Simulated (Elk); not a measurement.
## Magnetic state of Cr3CdC from several starts: start 2: ferri ++-

Elk 11.2.3 (patched build); LDA (Perdew-Wang); all-electron APW+lo, Dirac cores, scalar-relativistic bands.

Reversing part of the moments tests the sign of the couplings between them.

elk.in

```
tasks
  0

xctype
  3

rgkmax
  7.0

nempty
  12

swidth
  0.003

reducebf
  0.5

epsengy
  1e-05

maxscl
  100

lmaxi
  2

spinpol
  .true.

sppath
  './'

avec
  7.47891428137 0.00000000000 0.00000000000
  0.00000000000 7.47891428137 0.00000000000
  0.00000000000 0.00000000000 7.47891428137

atoms
  3
  'Cd.in'
  1
  0.0000000000 0.0000000000 0.0000000000   0.000000 0.000000 0.000000
  'Cr.in'
  3
  0.0000000000 0.5000000000 0.5000000000   0.000000 0.000000 -0.187500
  0.5000000000 0.0000000000 0.5000000000   0.000000 0.000000 -0.187500
  0.5000000000 0.5000000000 0.0000000000   0.000000 0.000000 0.187500
  'C.in'
  1
  0.5000000000 0.5000000000 0.5000000000   0.000000 0.000000 0.000000

ngridk
  6 6 6
```

Launch:

```bash
$ OMP_NUM_THREADS=4 elk
```

Q: Predict the moment between the spheres and spin moment in the muffin-tin sphere.

The site moments add up to 1.13 μB, near the cell's 1.24 μB; the rest lies between the atoms.

Spin moment in the muffin-tin sphere by atom:

```csv
atom,spin moment in the muffin-tin sphere (μB)
Cd1,0.00
Cr2,1.26
Cr3,1.26
Cr4,-1.39
C5,-0.01
```

Numbers from this step:

| Property | Result |
| --- | --- |
| moment between the spheres | 0.1155 μB |
| magnetization | 1.243 μB |
| final state | ferrimagnetic |

[Logs and program files are shortened in this print: banners, set-up blocks, solver, clock and traceback lines can be left out without a mark of their own.]

[Logs are printed without paths, hosts, clocks, repeated set-up lines and the standing remarks that a program may print on its own settings, such as how far it seeks lower states.]

[Hosts, paths, dates, database ids (printed as entryN), source tags and the programs' standing remarks are cut or masked in the printed files.]

[Where a cell is said to come from a database of computed structures, the database is the Materials Project.]
